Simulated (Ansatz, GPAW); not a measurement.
# Mg3CuN (model structure): optical spectrum from first principles

Aim: the dielectric function of Mg3CuN (model structure), and the optical constants that follow from it. The structure is a model built here, which may or may not match a known phase. It was built so: All Ag replaced by Cu and Mn replaced by Mg in the Pm-3m structure of Mn3AgN. The cell is first relaxed with Ansatz.

Calculated with GPAW 26.7.0; DFT, LDA, plane-wave PAW (GPAW data sets), scalar-relativistic, RPA, optical limit.

## (1) Set-up

The structure is cubic, space group Pm-3m (No. 221). The conventional cell has a = 3.979 Å, b = 3.979 Å, c = 3.979 Å, α = 90.00°, β = 90.00°, γ = 90.00°. Nearest to Cu lie 12 Mg at 2.81 Å. Nearest to Mg lie 2 N at 1.99 Å. Nearest to N lie 6 Mg at 1.99 Å. All Ag replaced by Cu and Mn replaced by Mg in the Pm-3m structure of Mn3AgN. Farther neighbours and most contacts between anions are not listed.

## (2) Relaxation

The structure was built or cut out here, so it is relaxed before any spectrum is computed.

This step: DFT, LDA, plane-wave PAW, default files, scalar-relativistic, relaxation (Ansatz 0.2.0).

input.yaml reads:

```yaml
crystal:
  lattice:
    - [3.9794955, 0.0, 0.0]
    - [0.0, 3.9794955, 0.0]
    - [0.0, 0.0, 3.9794955]
  atoms:
    - { symbol: Cu, position: [0.0, 0.0, 0.0] }
    - { symbol: Mg, position: [0.5, 0.5, 0.0] }
    - { symbol: Mg, position: [0.5, 0.0, 0.5] }
    - { symbol: Mg, position: [0.0, 0.5, 0.5] }
    - { symbol: "N", position: [0.5, 0.5, 0.5] }
kpoints:
  mp_grid: { grid: [6, 6, 6] }
scf:
  occupations: { method: fermi_dirac, width: 0.05 }
hamiltonian:
  xc: lda
output:
  forces: true
  stress: true
relax:
  f_tol: 0.02
  max_steps: 50
  cell: {}
```

Launch:

```console
ansatz run input.yaml --threads 1 --pin off --max-ram 4096MiB --backend cpu --events-out ev --progress --plain --runs-dir out
```

Numbers of over 12 decimals in the logs are rounded to 6 here.

Log:

```text
Engine: ansatz 0.2.0, x86_64-unknown-linux-gnu
Pseudopotentials: kind: paw
Pseudopotential: Cu, paw, valence charge 19, recommended cutoff 420 eV (normal), Cu.paw.azcp
Pseudopotential: Mg, paw, valence charge 10, recommended cutoff 420 eV (normal), Mg.paw.azcp
Pseudopotential: N, paw, valence charge 5, recommended cutoff 420 eV (normal), N.paw.azcp
Functional definition: SPW92
  exchange = slater_x
  correlation = pw_c
Crystal: 5 atoms, lattice volume = 63.021 Å³
Basis set: ecut = 420 eV, 1237 PW (Γ)
Bands: 33, of which v1, the nominal top of the filled ones, is band 27 counted from 1 (26 counted from 0)
Symmetry: 48 space group operations
Space group: Pm-3m (ITA 221), of the structure as read, at distance tolerance 4.0e-5 Å
k-points: 20 of 216
Non-local potential: Cu, projectors of the file, l = 0: 3, l = 1: 2, l = 2: 3, l = 3: 1
Non-local potential: Mg, projectors of the file, l = 0: 3, l = 1: 2, l = 2: 1
Non-local potential: N, projectors of the file, l = 0: 2, l = 1: 2, l = 2: 1
PAW form: soft (Blöchl's): semilocal exchange-correlation on the pseudo side does not see the compensation charge
PAW frozen core: Cu, regenerated for the run's functional, and the local potential with it (the file was generated under x = pbe(κ = 0.804, μ = 0.219515), c = pbe(β = 0.066725))
PAW frozen core: Mg, regenerated for the run's functional, and the local potential with it (the file was generated under x = pbe(κ = 0.804, μ = 0.219515), c = pbe(β = 0.066725))
PAW frozen core: N, regenerated for the run's functional, and the local potential with it (the file was generated under x = pbe(κ = 0.804, μ = 0.219515), c = pbe(β = 0.066725))
PAW one-centre angular grid: Cu, 590 points (default); XC on 64 Gauss nodes
PAW one-centre angular grid: Mg, 110 points (default); XC on 64 Gauss nodes
PAW one-centre angular grid: N, 110 points (default); XC on 64 Gauss nodes
Initial density: superposition of atomic densities (neutral atoms: chi_scale 0, normalization atom), corrected by the library's trained network
Initial wavefunctions: pseudopotential atomic-orbital guess
Functional: x = slater, c = lda
SCF iter   1: F=—  HF=-12635.689464 eV  |F-HF|=—  |Δ(HF+E_count)|=         —  Δρ=1.25e-2  dr2=5.35e-2  ethr=1.77e-3  ⟨swp⟩=6.5  Hψ=2728  notcnv=0
preconditioner: auto → Kerker (q_TF=auto, 2.659 Å⁻¹)  [metal: Δε(μ)=0.111 eV  Ē_g=9.054 eV  σ=0.050 eV  W_gap=0.42  n_scr=18 (ndim 8)  ℏωp=21.9 eV  f_vac=0.000  D(μ)=1.22/eV (n_scr^D=6)]
SCF iter   2: F=—  HF=-12635.668932 eV  |F-HF|=—  |Δ(HF+E_count)|=   2.05e-2  Δρ=4.19e-3  dr2=7.85e-3  ethr=9.91e-5  ⟨swp⟩=2.9  Hψ=1436  notcnv=0  defer=22
SCF iter   3: F=—  HF=-12635.666561 eV  |F-HF|=—  |Δ(HF+E_count)|=   2.37e-3  Δρ=2.46e-3  dr2=3.84e-3  ethr=1.45e-5  ⟨swp⟩=2.9  Hψ=1210  notcnv=0  defer=22
SCF iter   4: F=—  HF=-12635.665919 eV  |F-HF|=—  |Δ(HF+E_count)|=   6.42e-4  Δρ=8.42e-4  dr2=8.46e-4  ethr=7.12e-6  ⟨swp⟩=1.7  Hψ=700  notcnv=0  defer=22
SCF iter   5: F=—  HF=-12635.665659 eV  |F-HF|=—  |Δ(HF+E_count)|=   2.60e-4  Δρ=2.28e-4  dr2=8.45e-5  ethr=1.57e-6  ⟨swp⟩=2.0  Hψ=833  notcnv=0  defer=22
SCF iter   6: F=—  HF=-12635.665611 eV  |F-HF|=—  |Δ(HF+E_count)|=   4.75e-5  Δρ=4.76e-5  dr2=2.05e-6  ethr=1.56e-7  ⟨swp⟩=2.0  Hψ=839  notcnv=0  defer=22
SCF iter   7: F=—  HF=-12635.665611 eV  |F-HF|=—  |Δ(HF+E_count)|=   1.31e-7  Δρ=2.93e-5  dr2=5.78e-7  ethr=3.80e-9  ⟨swp⟩=2.0  Hψ=817  notcnv=0  defer=22
SCF iter   8: F=-12635.665611 eV  HF=-12635.665611 eV  |F-HF|=3.83e-8  |Δ(HF+E_count)|=   1.35e-7  Δρ=4.02e-6  dr2=1.52e-8  ethr=1.85e-10  ⟨swp⟩=3.0  Hψ=2333  notcnv=0
SCF 1 converged in 8 iterations: F = -12635.665611 eV  dr2 = 1.52e-8
  greatest PAW one-centre occupation: 1.001 electrons in one spin orbital (limit 2), on the Mg atom at site 3 (counted from 0), in its partial waves of l = 1
relax step   1: F+E_penalty+E_count = -12635.66561098 eV  Δ(F+E_penalty+E_count) = +0.000e0 eV  max|allowed force component| = 3.618e-29 eV/Å  Δτ_max = 0.0000 Å  P = +13.908 GPa  Ω = 63.021 Å³  (8 SCF iters, dr2 threshold 1.00e-7 eV, accepted)
Crystal: 5 atoms, lattice volume = 67.111 Å³
Basis set: ecut = 420 eV, 1357 PW (Γ)
Initial density: handed on by an earlier stage of this run
Initial wavefunctions: those handed on with the density
iter 1 solved again at ethr=5.95e-4 eV; its pass at ethr=3.10e-3 eV (dr2=3.21e-1 eV) is discarded
SCF iter   1: F=—  HF=-12635.966309 eV  |F-HF|=—  |Δ(HF+E_count)|=         —  Δρ=2.11e-2  dr2=3.22e-1  ethr=5.95e-4  ⟨swp⟩=1.2  Hψ=3124  notcnv=0
preconditioner: auto → Resta (q_TF=auto, 2.631 Å⁻¹)  ε∞=6.8  [insulator: Δε(μ)=0.249 eV  Ē_g=8.846 eV  σ=0.050 eV  W_gap=0.66  n_scr=18 (ndim 8)  ℏωp=21.3 eV  f_vac=0.000  D(μ)=1.32/eV (n_scr^D=6)  ε∞_Penn≈6.8]
SCF iter   2: F=—  HF=-12635.919908 eV  |F-HF|=—  |Δ(HF+E_count)|=   4.64e-2  Δρ=5.02e-3  dr2=3.29e-2  ethr=5.95e-4  ⟨swp⟩=2.0  Hψ=912  notcnv=0
SCF iter   3: F=—  HF=-12635.910593 eV  |F-HF|=—  |Δ(HF+E_count)|=   9.31e-3  Δρ=3.32e-3  dr2=1.20e-2  ethr=6.09e-5  ⟨swp⟩=2.0  Hψ=1063  notcnv=0  defer=19
SCF iter   4: F=—  HF=-12635.908544 eV  |F-HF|=—  |Δ(HF+E_count)|=   2.05e-3  Δρ=9.29e-4  dr2=5.48e-4  ethr=2.23e-5  ⟨swp⟩=2.0  Hψ=762  notcnv=0  defer=19
SCF iter   5: F=—  HF=-12635.908503 eV  |F-HF|=—  |Δ(HF+E_count)|=   4.07e-5  Δρ=1.44e-4  dr2=1.22e-5  ethr=1.01e-6  ⟨swp⟩=2.0  Hψ=861  notcnv=0  defer=19
SCF iter   6: F=—  HF=-12635.908500 eV  |F-HF|=—  |Δ(HF+E_count)|=   3.26e-6  Δρ=5.61e-5  dr2=2.76e-6  ethr=2.26e-8  ⟨swp⟩=2.0  Hψ=1181  notcnv=0  defer=19
SCF iter   7: F=-12635.908500 eV  HF=-12635.908500 eV  |F-HF|=2.00e-7  |Δ(HF+E_count)|=   3.81e-7  Δρ=1.85e-5  dr2=1.48e-7  ethr=9.26e-10  ⟨swp⟩=2.8  Hψ=2568  notcnv=0
SCF 2 converged in 7 iterations: F = -12635.908500 eV  dr2 = 1.48e-7
  greatest PAW one-centre occupation: 1.000 electrons in one spin orbital (limit 2), on the Mg atom at site 2 (counted from 0), in its partial waves of l = 1
relax step   2: F+E_penalty+E_count = -12635.90849992 eV  Δ(F+E_penalty+E_count) = -2.429e-1 eV  max|allowed force component| = 3.313e-30 eV/Å  Δτ_max = 0.0000 Å  P = +5.887 GPa  Ω = 67.111 Å³  energy of the carried Pulay correction = -4.881e-3 eV  (7 SCF iters, dr2 threshold 5.00e-7 eV, accepted)
Crystal: 5 atoms, lattice volume = 70.466 Å³
iter 1 solved again at ethr=3.33e-4 eV; its pass at ethr=3.10e-3 eV (dr2=1.80e-1 eV) is discarded
SCF iter   1: F=—  HF=-12636.004198 eV  |F-HF|=—  |Δ(HF+E_count)|=         —  Δρ=1.55e-2  dr2=1.80e-1  ethr=3.33e-4  ⟨swp⟩=1.4  Hψ=3122  notcnv=0
preconditioner: auto → Resta (q_TF=auto, 2.610 Å⁻¹)  ε∞=6.9  [insulator: Δε(μ)=0.285 eV  Ē_g=8.543 eV  σ=0.050 eV  W_gap=0.64  n_scr=18 (ndim 8)  ℏωp=20.7 eV  f_vac=0.000  D(μ)=1.22/eV (n_scr^D=6)  ε∞_Penn≈6.9]
SCF iter   2: F=—  HF=-12635.978945 eV  |F-HF|=—  |Δ(HF+E_count)|=   2.53e-2  Δρ=3.51e-3  dr2=1.78e-2  ethr=3.33e-4  ⟨swp⟩=2.0  Hψ=913  notcnv=0
SCF iter   3: F=—  HF=-12635.973931 eV  |F-HF|=—  |Δ(HF+E_count)|=   5.01e-3  Δρ=2.45e-3  dr2=6.78e-3  ethr=3.30e-5  ⟨swp⟩=2.0  Hψ=1060  notcnv=0  defer=5
SCF iter   4: F=—  HF=-12635.972774 eV  |F-HF|=—  |Δ(HF+E_count)|=   1.16e-3  Δρ=6.37e-4  dr2=2.97e-4  ethr=1.25e-5  ⟨swp⟩=2.0  Hψ=757  notcnv=0  defer=5
SCF iter   5: F=—  HF=-12635.972735 eV  |F-HF|=—  |Δ(HF+E_count)|=   3.91e-5  Δρ=9.81e-5  dr2=8.39e-6  ethr=5.50e-7  ⟨swp⟩=2.0  Hψ=862  notcnv=0  defer=5
SCF iter   6: F=—  HF=-12635.972735 eV  |F-HF|=—  |Δ(HF+E_count)|=   8.02e-7  Δρ=3.95e-5  dr2=1.54e-6  ethr=1.55e-8  ⟨swp⟩=2.0  Hψ=840  notcnv=0  defer=5
SCF iter   7: F=-12635.972735 eV  HF=-12635.972735 eV  |F-HF|=9.39e-8  |Δ(HF+E_count)|=   1.20e-7  Δρ=1.33e-5  dr2=7.55e-8  ethr=9.26e-10  ⟨swp⟩=4.4  Hψ=2373  notcnv=0
SCF 3 converged in 7 iterations: F = -12635.972735 eV  dr2 = 7.55e-8
relax step   3: F+E_penalty+E_count = -12635.97273458 eV  Δ(F+E_penalty+E_count) = -6.423e-2 eV  max|allowed force component| = 8.409e-29 eV/Å  Δτ_max = 0.0000 Å  P = +0.801 GPa  Ω = 70.466 Å³  energy of the carried Pulay correction = -8.662e-3 eV  (7 SCF iters, dr2 threshold 5.00e-7 eV, accepted)
[...]
relax step   4: F+E_penalty+E_count = -12635.97354811 eV  Δ(F+E_penalty+E_count) = -8.135e-4 eV  max|allowed force component| = 6.988e-30 eV/Å  Δτ_max = 0.0000 Å  P = -0.028 GPa  Ω = 71.091 Å³  energy of the carried Pulay correction = -9.345e-3 eV  (6 SCF iters, dr2 threshold 5.00e-7 eV, accepted)
[...]
relax step   5: F+E_penalty+E_count = -12635.99005740 eV  Δ(F+E_penalty+E_count) = -1.651e-2 eV  max|allowed force component| = 2.838e-29 eV/Å  Δτ_max = 0.0000 Å  P = +0.290 GPa  Ω = 71.091 Å³  stress off target by 2.90e-1 GPa  SCF on the basis re-selected at this cell (its energy is not comparable with the rows above)  (8 SCF iters)
[...]
relax step   6: F+E_penalty+E_count = -12635.99002882 eV  Δ(F+E_penalty+E_count) = +2.859e-5 eV  max|allowed force component| = 4.815e-30 eV/Å  Δτ_max = 0.0000 Å  P = +0.016 GPa  Ω = 71.311 Å³  energy of the carried Pulay correction = -2.386e-4 eV  (6 SCF iters, dr2 threshold 2.10e-7 eV, accepted)
iter 1 solved again at ethr=1.99e-8 eV; its pass at ethr=3.10e-3 eV (dr2=1.08e-5 eV) is discarded
SCF iter   1: F=—  HF=-12635.990111 eV  |F-HF|=—  |Δ(HF+E_count)|=         —  Δρ=2.77e-5  dr2=1.78e-8  ethr=1.99e-8  ⟨swp⟩=4.0  Hψ=4478  notcnv=0
preconditioner: auto → Resta (q_TF=auto, 2.605 Å⁻¹)  ε∞=7.0  [insulator: Δε(μ)=0.268 eV  Ē_g=8.387 eV  σ=0.050 eV  W_gap=0.52  n_scr=18 (ndim 8)  ℏωp=20.6 eV  f_vac=0.000  D(μ)=1.05/eV (n_scr^D=6)  ε∞_Penn≈7.0]
SCF iter   2: F=—  HF=-12635.990111 eV  |F-HF|=—  |Δ(HF+E_count)|=   2.97e-8  Δρ=1.41e-5  dr2=7.12e-9  ethr=3.31e-11  ⟨swp⟩=2.0  Hψ=1179  notcnv=0
SCF iter   3: F=—  HF=-12635.990112 eV  |F-HF|=—  |Δ(HF+E_count)|=   1.12e-7  Δρ=1.80e-6  dr2=6.40e-10  ethr=1.32e-11  ⟨swp⟩=2.0  Hψ=752  notcnv=0
SCF iter   4: F=—  HF=-12635.990112 eV  |F-HF|=—  |Δ(HF+E_count)|=  8.51e-10  Δρ=7.00e-7  dr2=2.18e-10  ethr=1.19e-12  ⟨swp⟩=2.0  Hψ=1201  notcnv=0
iter 5 did not close the SCF: its close was put off for the readings that it lacked (scf_convergence_deferred on its scf_iter line)
SCF iter   5: F=-12635.990112 eV  HF=-12635.990112 eV  |F-HF|=5.46e-12  |Δ(HF+E_count)|=  3.82e-11  Δρ=2.38e-7  dr2=3.35e-11  ethr=1.00e-12  ⟨swp⟩=1.9  Hψ=690  notcnv=0
SCF iter   6: F=-12635.990112 eV  HF=-12635.990112 eV  |F-HF|=1.82e-12  |Δ(HF+E_count)|=  1.64e-11  Δρ=3.98e-8  dr2=1.89e-12  ethr=1.00e-12  ⟨swp⟩=3.0  Hψ=2101  notcnv=0
SCF 7 converged in 6 iterations: F = -12635.990112 eV  dr2 = 1.89e-12
relax step   7: F+E_penalty+E_count = -12635.99011157 eV  Δ(F+E_penalty+E_count) = -8.275e-5 eV  max|allowed force component| = 7.141e-30 eV/Å  Δτ_max = 0.0000 Å  P = +0.018 GPa  Ω = 71.311 Å³  stress off target by 1.76e-2 GPa  SCF on the basis re-selected at this cell (its energy is not comparable with the rows above)  (6 SCF iters)
basis re-selected at this cell: Δ(F+E_penalty+E_count) = -8.275e-5 eV, ΔP = +0.001 GPa vs the last step (what re-selecting the basis moved, of the pressure what is left beyond the Pulay correction that the steps carried, after the strain that the cell walked since its last selection, with what the two solves' SCF thresholds leave and, on support functions, any second-order correction that the steps lacked; it is no m [...]
SCF converged after 6 iterations
Free energy (F): -12635.990112 eV
Harris-Foulkes:  -12635.990112 eV  (|F-HF|=1.82e-12)
Internal energy: -12635.981215 eV  (E = F + TS)
E sigma→0 (E₀):  -12635.985663 eV
Entropy (-TS):   -0.008897 eV (-1.779 meV/atom)
Fermi energy:    8.950002 eV
--- Per-component energies (eV) ---
  E_band       = -1448.718298
  E_kinetic    = 663.969732
  E_local      = -9652.409786  (includes V_loc(G=0)·N_el)
  E_nonlocal   = 729.789116
  E_hartree    = 3836.245901
  E_xc         = -236.737441
  E_vxc        = -306.214097  (∫ρ·V_xc dr)
  E_paw        = -2524.174329  (= ΣΔE_a)
  E_vpaw       = -556.345378  (= ΣTr[D̂ρ^β])
  E_aug_tail   = 0.000259  (compensation charges beyond the density's cutoff)
  E_ewald      = -5453.645810
  E_core_change = 0.981142  (= ΣΔE_core)
  E_smearing   = -0.008897  (= −TS)
  E_closure    = -0.000000  (closes the sum)
  Σ components = -12635.990112   (vs F -12635.990112, Δ=0.00e0)
--- Forces (eV/Å), atoms counted from 1 ---
  atom   1  Cu    -0.00000000     0.00000000     0.00000000
  atom   2  Mg     0.00000000    -0.00000000    -0.00000000
  atom   3  Mg     0.00000000    -0.00000000    -0.00000000
  atom   4  Mg     0.00000000     0.00000000    -0.00000000
  atom   5  N      0.00000000    -0.00000000    -0.00000000
  max |Σ_I F_I| component: 1.49e-29 eV/Å
--- Stress (GPa, compression-positive) ---
        0.017637       0.000000      -0.000000
        0.000000       0.017637      -0.000000
       -0.000000      -0.000000       0.017637
  P = ⅓ Tr σ = 0.0176 GPa (0.176 kbar)
--- Relaxed structure (5 steps of the walk, 5 accepted, 2 SCFs on fresh bases) ---
  F+E_penalty+E_count = -12635.99011157 eV   max|allowed force component| = 7.141e-30 eV/Å   (the final SCF, on the basis selected at the relaxed cell)
  cell:  # Å, volume = 71.3113 Å³
    - [4.146862, 0, 0]
    - [0, 4.146862, 0]
    - [0, 0, 4.146862]
  atoms:
    - { symbol: Cu, position: [0, 0, 0] }
    - { symbol: Mg, position: [0.5, 0.5, 0] }
    - { symbol: Mg, position: [0.5, 0, 0.5] }
    - { symbol: Mg, position: [0, 0.5, 0.5] }
    - { symbol: N, position: [0.5, 0.5, 0.5] }
```

Elapsed: 15 s, on 1 thread of Intel Xeon Platinum 8488C (Sapphire Rapids), shared host; peak memory 0.41 GiB.

Relaxation path:

```tsv
step	energy less that of the first step (eV)	largest force component (eV/Å)	pressure (GPa)	volume (Å³)
1	0.0000	0.0000	13.91	63.02
2	-0.2429	0.0000	5.89	67.11
3	-0.3071	0.0000	0.80	70.47
4	-0.3079	0.0000	-0.03	71.09
5*	-0.3244	0.0000	0.29	71.09
6	-0.3244	0.0000	0.02	71.31
7*	-0.3245	0.0000	0.02	71.31
```

Relaxation steps marked * repeat the geometry before them on a plane-wave basis chosen anew for their cell, so energy and pressure can jump there.

The run keeps the 48 symmetry operations that it works with, so distortions that break them were not tested.

```tsv
conventional cell, symmetrised	before	after	change
a (Å)	3.979	4.147	+4.2 %
b (Å)	3.979	4.147	+4.2 %
c (Å)	3.979	4.147	+4.2 %
volume (Å³/atom)	12.60	14.26	+13.2 %
```

Final coordinates:

```xyz
5
Lattice="4.1469 0.0000 0.0000 0.0000 4.1469 0.0000 0.0000 0.0000 4.1469" Properties=species:S:1:pos:R:3 pbc="T T T"
Cu    0.0000    0.0000    0.0000
Mg    2.0734    2.0734    0.0000
Mg    2.0734    0.0000    2.0734
Mg    0.0000    2.0734    2.0734
N     2.0734    2.0734    2.0734
```

The relaxation ends with a pressure of 0.02 GPa.

(Part 1 of 3 ends here.)

[Machine, clock and banner lines and Python warnings are left out of the logs.]

[Logs are printed without paths, hosts, clocks, repeated set-up lines and the standing remarks that a program may print on its own settings, such as how far it seeks lower states.]

[Hosts, paths, dates, database ids (printed as entryN), source tags and the programs' standing remarks are cut or masked in the printed files.]
